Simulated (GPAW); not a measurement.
## O K ELNES/XANES of CaO (Lime, Fm-3m) from DFT

Aim: the near-edge shape at the O K edge of CaO (Lime, Fm-3m), and what the core hole does to it.

Calculated with GPAW 26.7.0; X-ray absorption from dipole matrix elements to empty bands, plane-wave PAW PBE.

### 1. The starting structure

The structure is cubic, space group Fm-3m (No. 225). Conventional cell: a = 4.813 Å, b = 4.813 Å, c = 4.813 Å, α = 90.00°, β = 90.00°, γ = 90.00°. Nearest to Ca lie 6 O at 2.41 Å. Nearest to O lie 6 Ca at 2.41 Å. Farther neighbours and most contacts between anions are not listed.

### 2. The field without a hole

A plain self-consistent run shows whether there is a gap, which decides the set-up of the core-hole run.

scf.py

```python
import numpy as np
from ase import Atoms
from ase.parallel import parprint, paropen
from gpaw import GPAW, PW, FermiDirac, Mixer, MixerDif, setup_paths
from gpaw.test import gen
setup_paths.insert(0, '.')
gen('O', name='nch1s', xcname='PBE', corehole=(1, 0, 0), write_xml=True)

atoms = Atoms('CaO',
    cell=[[0, 2.4065, 2.4065],
     [2.4065, 0, 2.4065],
     [2.4065, 2.4065, 0]],
    scaled_positions=[[0, 0, 0],
     [0.5, 0.5, 0.5]],
    pbc=True)
atoms.calc = calc = GPAW(legacy_gpaw=True, mode=PW(500), xc='PBE', setups={1: 'nch1s'},
    kpts={'size': (9, 9, 9), 'gamma': True}, occupations=FermiDirac(0.05),
    charge=0, mixer=Mixer(0.1, 5, 50), maxiter=150,
    convergence={'density': 0.0001}, txt='scf.txt')
energy = atoms.get_potential_energy() + calc.get_reference_energy()
ef = calc.get_fermi_level()
out = dict(energy=energy, fermi=ef, forces=atoms.get_forces().tolist())
parprint(f'all-electron energy {energy:.4f} eV, Fermi level {ef:.4f} eV')
ev = np.array([[calc.get_eigenvalues(k, s) for k in range(len(calc.get_ibz_k_points()))] for s in range(calc.get_number_of_spins())])
out['homo'], out['lumo'], out['counts'] = ev[ev < ef].max(), ev[ev > ef].min(), sorted(set((ev < ef).sum((0, 2)).tolist()))
out['filled'] = (ev[:, 0] < ef).sum(1).tolist()
import json
with paropen('out.json', 'w') as f:
    json.dump(out, f)
```

Launch:

```console
$ OMP_NUM_THREADS=1 python scf.py
```

Numbers of over 12 decimals in the logs are rounded to 6 here.

The log of the run:

```text
Input parameters:
  convergence: {density: 0.0001}
  kpts: {gamma: True,
         size: (9, 9, 9)}
  maxiter: 150
  mixer: {backend: pulay,
          beta: 0.1,
          method: separate,
          nmaxold: 5,
          weight: 50}
  mode: {ecut: 500.0,
         name: pw}
  occupations: {fixmagmom: False,
                name: fermi-dirac,
                width: 0.05}
  setups: {1: nch1s}
  xc: PBE

Initialize ...

[... PAW data sets ...]

Reference energy: -20551.721647  # eV

Spin-paired calculation

[... convergence settings ...]
Symmetries present (total): 48
  [... symmetry matrices ...]

729 k-points: 9 x 9 x 9 Monkhorst-Pack grid
35 k-points in the irreducible part of the Brillouin zone
       k-points in crystal coordinates                weights
   0:     0.00000000    0.00000000    0.00000000          1/729
   1:     0.11111111    0.11111111    0.00000000          6/729
   2:     0.11111111    0.11111111    0.11111111          8/729
   3:     0.22222222    0.11111111    0.11111111         12/729
   4:     0.22222222    0.22222222    0.00000000          6/729
   5:     0.22222222    0.22222222    0.11111111         24/729
   6:     0.22222222    0.22222222    0.22222222          8/729
   7:     0.33333333    0.22222222    0.11111111         24/729
   8:     0.33333333    0.22222222    0.22222222         24/729
   9:     0.33333333    0.33333333   -0.33333333         12/729
          ...
  34:     0.44444444    0.44444444    0.44444444          8/729

Wave functions: Plane wave expansion
  Cutoff energy: 500.000 eV
  Number of coefficients (min, max): 696, 725
  Pulay-stress correction: 0.000000 eV/Ang^3 (de/decut=0.000000)
  Using FFTW library
  Wavefunction extrapolation:
    Improved wavefunction reuse through dual PAW basis

Occupation numbers: Fermi-Dirac:
  width: 0.0500  # eV

Eigensolver
   Davidson(niter=2)

Densities:
  Coarse grid: 18*18*18 grid
  Fine grid: 36*36*36 grid
  Total Charge: 0.000000

Density mixing:
  Method: separate
  Backend: pulay
  Linear mixing parameter: 0.1
  old densities: 5
  Width of damping distribution: 1.1
  Damping of long wavelength oscillations: 50

[... Hamiltonian set-up ...]
Number of atoms: 2
Number of atomic orbitals: 9
Number of bands in calculation: 9
Number of valence electrons: 16
Bands to converge: occupied

... initialized

Initializing position-dependent things.

Density initialized from atomic densities
Creating initial wave functions:
  9 bands from LCAO basis set

               O

       Ca

Atomic positions and initial magnetic moments

Positions:
   0 Ca     0.000000    0.000000    0.000000    ( 0.0000,  0.0000,  0.0000)
   1 O      2.406500    2.406500    2.406500    ( 0.0000,  0.0000,  0.0000)

Unit cell:
           periodic     x           y           z      points  spacing
  1. axis:    yes    0.000000    2.406500    2.406500    18     0.1544
  2. axis:    yes    2.406500    0.000000    2.406500    18     0.1544
  3. axis:    yes    2.406500    2.406500    0.000000    18     0.1544

  Lengths:   3.403305   3.403305   3.403305
  Angles:   60.000000  60.000000  60.000000

Effective grid spacing dv^(1/3) = 0.1684

iter:   1   -13.704307
iter:   2   -13.049804   -0.43  -0.98
iter:   3   -12.628813   -0.47  -1.11
iter:   4   -12.688449   -0.95  -1.36
iter:   5   -12.684142   -2.01  -1.78
iter:   6   -12.692509   -2.42  -2.41
iter:   7   -12.685923   -2.32  -2.25
iter:   8   -12.685740c  -3.53  -2.63
iter:   9   -12.685012c  -4.05  -2.64
iter:  10   -12.686685c  -3.14  -2.88
iter:  11   -12.688032c  -3.63  -2.57
iter:  12   -12.688861c  -4.11  -2.42
iter:  13   -12.685260c  -3.29  -2.36
iter:  14   -12.685785c  -4.86  -2.86
[...]
iter:  22   -12.685001c  -7.38  -3.79
iter:  23   -12.685000c  -6.19  -3.89
iter:  24   -12.685004c  -5.70  -4.03c
iter:  25   -12.685000c  -6.23  -3.85
iter:  26   -12.685000c  -6.81  -4.15c
iter:  27   -12.685000c  -7.80c -4.26c

Converged after 27 iterations.

Dipole moment: (-0.000000, -0.000000, -0.000000) |e|*Ang

Energy contributions relative to reference atoms: (reference = -20551.721647)

Kinetic:        +11.557137
Potential:       -8.441813
External:        +0.000000
XC:             -15.198521
Entropy (-ST):   -0.000000
Local:           -0.601803
SIC:             +0.000000
--------------------------
Free energy:    -12.685000
Extrapolated:   -12.685000

Showing only first 2 kpts
 Kpt  Band  Eigenvalues  Occupancy
  0     6      4.74535    2.00000
  0     7      4.74535    2.00000
  0     8      9.43430    0.00000

  1     6      4.66196    2.00000
  1     7      4.66242    2.00000
  1     8     10.06229    0.00000

Fermi level: 5.92937

Gap: 3.750 eV
Transition (v -> c):
  (s=0, k=0, n=7, [0.00, 0.00, 0.00]) -> (s=0, k=30, n=8, [0.44, 0.44, 0.00])
Direct/indirect transitions are different
Direct gap: 4.115 eV
Transition at: (s=0, k=30, n=7, [0.44, 0.44, 0.00])

Forces in eV/Ang:
  0 Ca   -0.00000   -0.00000   -0.00000
  1 O     0.00000   -0.00000   -0.00000
Scalar-relativistic atomic PBE calculation for O (Oxygen, Z=8)
Core hole in 1s state (1s occupation: 2.0)
300 radial gridpoints.
|------------------------------------------------|
|------------------------------------------------|
[... the atom generator's iteration count ...]

Energy contributions:
-------------------------
Kinetic:      +74.889487
XC:            -8.275248
Potential:   -141.614183
-------------------------
Total:        -74.999944

state      eigenvalue         ekin         rmax
-----------------------------------------------
1s^2.0 :   -18.913699    29.145489        0.129
2s^2.0 :    -0.880545     3.220963        0.871
2p^4.0 :    -0.331818     2.539146        0.819
-----------------------------------------------
(units: Bohr and Hartree)

Generating PAW setup
Kinetic energy of the core from tauc = 58.337696
Cutoffs:
rc(s)=1.300
rc(p)=1.130
rc(d)=1.170
rc(vbar)=1.300
rc(comp)=1.260
rc(nct)=1.300

Kinetic energy of the core states: 58.290978
Charge: 0.0
Core electrons: 2.0
Valence electrons: 6.0
Pseudo-core charge: 0.000736
Shape function alpha=6.299
Pseudo-electron charge 5.680117
state    eigenvalue         norm
--------------------------------
2s(2) :    -0.880545     1.081993
*s    :     0.119455
2p(4) :    -0.331818     0.878848
*p    :     0.668182
*d    :     0.000000
--------------------------------

Diagonalizing with gridspacing h=0.050

state   all-electron     PAW
-------------------------------
2s:      -0.880545    -0.881653
2p:      -0.331818    -0.335594
*d:                    0.049820
*f:                    0.077145
-------------------------------
all-electron energy -20564.4066 eV, Fermi level 5.9294 eV
```

Elapsed: 12 s, on 1 thread of Arm Neoverse V2, shared host; peak memory 0.13 GiB.

The mesh shows a gap of 3.75 eV, so the hole is first treated in a charged cell, without the excited electron.

### 3. Spectrum without a core hole, O atom 2

Without a hole the spectrum is the empty density of states of the right symmetry on the absorber, weighted by matrix elements. It needs only the small cell and serves as the baseline. The data set with a hole of occupation 0 only carries the core orbital.

The absorber has 6 Ca at 2.41 Å (octahedral, site symmetry m-3m).

xas.py

```python
import numpy as np
from ase import Atoms
from ase.parallel import parprint, paropen
from gpaw import GPAW, PW, FermiDirac, Mixer, MixerDif, setup_paths
from gpaw.test import gen
setup_paths.insert(0, '.')
gen('O', name='nch1s', xcname='PBE', corehole=(1, 0, 0), write_xml=True)

atoms = Atoms('CaO',
    cell=[[0, 2.4065, 2.4065],
     [2.4065, 0, 2.4065],
     [2.4065, 2.4065, 0]],
    scaled_positions=[[0, 0, 0],
     [0.5, 0.5, 0.5]],
    pbc=True)
atoms.calc = calc = GPAW(legacy_gpaw=True, mode=PW(500), xc='PBE', setups={1: 'nch1s'},
    kpts={'size': (9, 9, 9), 'gamma': True}, occupations=FermiDirac(0.02),
    charge=0, mixer=Mixer(0.1, 5, 50), maxiter=150,
    convergence={'density': 0.0001}, txt='scf.txt')
energy = atoms.get_potential_energy() + calc.get_reference_energy()
ef = calc.get_fermi_level()
out = dict(energy=energy, fermi=ef, forces=atoms.get_forces().tolist())
parprint(f'all-electron energy {energy:.4f} eV, Fermi level {ef:.4f} eV')
ev = np.array([[calc.get_eigenvalues(k, s) for k in range(len(calc.get_ibz_k_points()))] for s in range(calc.get_number_of_spins())])
out['homo'], out['lumo'], out['counts'] = ev[ev < ef].max(), ev[ev > ef].min(), sorted(set((ev < ef).sum((0, 2)).tolist()))
out['filled'] = (ev[:, 0] < ef).sum(1).tolist()

from gpaw.xas import XAS
nb = int(calc.get_number_of_electrons() / 2) + 20
top = nb
nscf = calc.fixed_density(kpts={'size': (8, 8, 8), 'gamma': True},
    convergence={'eigenstates': 1.0}, txt='nscf.txt')
nscf.diagonalize_full_hamiltonian(nbands=nb)
cell = atoms.cell.array
ops = [cell.T @ U.T @ np.linalg.inv(cell.T) for U in nscf.wfs.kd.symmetry.op_scc]
filled = [8]  # bands filled in the ground state, by spin
E = np.arange(-25, 34, 0.1)
fwhm = np.interp(E, [4, 25], [0.9, 3.5])
Y, X, zero, highest = 0, 0, 1e9, 1e9
for spin in range(nscf.get_number_of_spins()):
    xas = XAS(nscf, mode='all', center=1, spin=spin)
    eps = xas.eps_kn
    d = xas.sigma_cmkn  # core-to-band dipole matrix elements, k weights included
    T = np.einsum('amkn,bmkn->abkn', d, d.conj()).real
    T = sum(np.einsum('ai,ijkn,bj->abkn', R, T, R) for R in ops) / len(ops)
    empty = np.ones_like(eps, bool) & (np.arange(nb) >= filled[spin])
    zero, highest = min(zero, eps[empty].min()), min(highest, eps[:, top - 1].min())
    lines = [(eps, T, empty)] if spin == 0 else lines + [(eps, T, empty)]
for eps, T, empty in lines:
    f = np.einsum('aakn->akn', T).reshape(3, -1)
    x = eps.ravel() - zero
    w = np.interp(x, E, fwhm) / 2.35482
    g = np.exp(-0.5 * ((E[:, None] - x) / w) ** 2) / (w * (2 * np.pi) ** 0.5)
    Y = Y + (f * empty.ravel()) @ g.T
    X = X + (f * ~empty.ravel()) @ g.T
out.update(E=E.round(2).tolist(), xas=Y.tolist(), xes=X.tolist(), zero=zero, valid=highest - zero, nk=len(eps), nb=nb)
for i in range(0, len(E), 10):
    parprint(f'{E[i]:7.2f}', *(f'{v:10.3e}' for v in Y[:, i]))
import json
with paropen('out.json', 'w') as f:
    json.dump(out, f)
```

Launch:

```console
$ OMP_NUM_THREADS=1 python xas.py
```

The log of the run:

```text
Input parameters:
  convergence: {density: 0.0001}
  kpts: {gamma: True,
         size: (9, 9, 9)}
  maxiter: 150
  mixer: {backend: pulay,
          beta: 0.1,
          method: separate,
          nmaxold: 5,
          weight: 50}
  mode: {ecut: 500.0,
         name: pw}
  occupations: {fixmagmom: False,
                name: fermi-dirac,
                width: 0.02}
  setups: {1: nch1s}
  xc: PBE

Initialize ...

[...]
*p    :     0.668182
*d    :     0.000000
--------------------------------

Diagonalizing with gridspacing h=0.050

state   all-electron     PAW
-------------------------------
2s:      -0.880545    -0.881653
2p:      -0.331818    -0.335594
*d:                    0.049820
*f:                    0.077145
-------------------------------
all-electron energy -20564.4066 eV, Fermi level 5.5294 eV
[...]
32.00  7.075e-05  7.075e-05  7.075e-05
  33.00  7.686e-05  7.686e-05  7.686e-05
[key lines of the parts left out:]
Converged after 27 iterations.
Dipole moment: (-0.000000, -0.000000, -0.000000) |e|*Ang
Free energy:    -12.685000
Fermi level: 5.52937
```

It took 38 s on 1 thread; peak memory 0.2 GiB.

The O K spectrum, O atom 2, no core hole (energy from the lowest empty level; intensity scaled to a mean of 1 over the first 20 eV):

```csv
E (eV),intensity
-2.0,0.00
-1.0,0.00
0.0,0.02
1.0,0.23
2.0,0.88
3.0,2.06
4.0,2.17
5.0,1.68
6.0,2.09
7.0,1.73
8.0,0.92
9.0,0.78
10.0,1.27
11.0,1.30
12.0,0.77
13.0,0.69
14.0,0.82
15.0,0.63
16.0,0.41
17.0,0.40
18.0,0.42
19.0,0.43
20.0,0.54
21.0,0.81
22.0,1.18
23.0,1.59
24.0,1.86
25.0,1.70
26.0,1.17
27.0,0.68
28.0,0.44
29.0,0.44
30.0,0.56
```

Main maxima below 24 eV (height): 3.6 eV (2.44), 6.4 eV (2.27), 10.5 eV (1.44) and 14.0 eV (0.82). A K edge sees empty p states on the absorber.

The same matrix elements for filled bands give the O K emission of O atom 2 (ground-state approximation; energy from the lowest empty level, largest value 1):

```csv
E (eV),emission
-24.00,0.00
-23.25,0.00
-22.50,0.00
-21.75,0.00
-21.00,0.00
-20.25,0.00
-19.50,0.00
-18.75,0.00
-18.00,0.00
-17.25,0.00
-16.50,0.00
-15.75,0.00
-15.00,0.00
-14.25,0.00
-13.50,0.00
-12.75,0.00
-12.00,0.00
-11.25,0.00
-10.50,0.00
-9.75,0.00
-9.00,0.00
-8.25,0.00
-7.50,0.00
-6.75,0.01
-6.00,0.19
-5.25,0.57
-4.50,0.97
-3.75,0.28
-3.00,0.01
-2.25,0.00
-1.50,0.00
-0.75,0.00
0.00,0.00
0.75,0.00
1.50,0.00
2.25,0.00
3.00,0.00
```

Emission maxima: -4.6 eV (1.00).

### 4. Supercell without a hole, the energy reference

The photon energy needs a difference of total energies, so the cell and mesh of the coming hole run are first run without a hole.

scf.py: that of step 2 with these lines changed.

```diff
@@ -8,11 +8,21 @@
 
-atoms = Atoms('CaO',
-    cell=[[0, 2.4065, 2.4065],
-     [2.4065, 0, 2.4065],
-     [2.4065, 2.4065, 0]],
+atoms = Atoms('Ca6O6',
+    cell=[[4.813, -2.4065, 2.4065],
+     [2.4065, 2.4065, 4.813],
+     [-2.4065, -4.813, 2.4065]],
     scaled_positions=[[0, 0, 0],
-     [0.5, 0.5, 0.5]],
+     [0.33333333, 0.33333333, 0],
+     [0.16666667, 0.16666667, 0.5],
+     [0.66666667, 0.66666667, 0],
+     [0.5, 0.5, 0.5],
+     [0.83333333, 0.83333333, 0.5],
+     [0.08333333, 0.58333333, 0.75],
+     [0.41666667, 0.91666667, 0.75],
+     [0.25, 0.75, 0.25],
+     [0.75, 0.25, 0.75],
+     [0.58333333, 0.08333333, 0.25],
+     [0.91666667, 0.41666667, 0.25]],
     pbc=True)
-atoms.calc = calc = GPAW(legacy_gpaw=True, mode=PW(500), xc='PBE', setups={1: 'nch1s'},
-    kpts={'size': (9, 9, 9), 'gamma': True}, occupations=FermiDirac(0.05),
+atoms.calc = calc = GPAW(legacy_gpaw=True, mode=PW(500), xc='PBE', setups={6: 'nch1s'},
+    kpts={'size': (4, 4, 3), 'gamma': True}, occupations=FermiDirac(0.02),
     charge=0, mixer=Mixer(0.1, 5, 50), maxiter=150,
```

Launch:

```console
$ OMP_NUM_THREADS=1 python scf.py
```

The log of the run:

```text
Input parameters:
  convergence: {density: 0.0001}
  kpts: {gamma: True,
         size: (4, 4, 3)}
  maxiter: 150
  mixer: {backend: pulay,
          beta: 0.1,
          method: separate,
          nmaxold: 5,
          weight: 50}
  mode: {ecut: 500.0,
         name: pw}
  occupations: {fixmagmom: False,
                name: fermi-dirac,
                width: 0.02}
  setups: {6: nch1s}
  xc: PBE

Initialize ...

[...]
2s(2) :    -0.880545     1.081993
*s    :     0.119455
2p(4) :    -0.331818     0.878848
*p    :     0.668182
*d    :     0.000000
--------------------------------

Diagonalizing with gridspacing h=0.050

state   all-electron     PAW
-------------------------------
2s:      -0.880545    -0.881653
2p:      -0.331818    -0.335594
*d:                    0.049820
*f:                    0.077145
-------------------------------
all-electron energy -123386.4420 eV, Fermi level 5.5292 eV
[key lines of the parts left out:]
Converged after 23 iterations.
Dipole moment: (-0.000000, 0.000000, -0.000000) |e|*Ang
Free energy:    -76.112714
Fermi level: 5.52922
```

The job ended after 3 min (1 thread; peak memory 0.37 GiB).

Reference energy: -123386.442 eV with the cores included.

(Continued in part 2 of 2.)

[Banner, clock and machine lines of the logs are left out without a mark of their own.]

[Logs are printed without paths, hosts, clocks, repeated set-up lines and the standing remarks that a program may print on its own settings, such as how far it seeks lower states.]

[Hosts, paths, dates, database ids (printed as entryN), source tags and the programs' standing remarks are cut or masked in the printed files.]

[Lists of maxima count a maximum above −3 eV only where it reaches 4 % of the highest in the window and stands out from its surroundings by 2 % of it (1.5 % where it reaches 55 %); shoulders and weaker maxima are passed over, and of the rest the first, up to two pre-edge ones and the few strongest are named.]
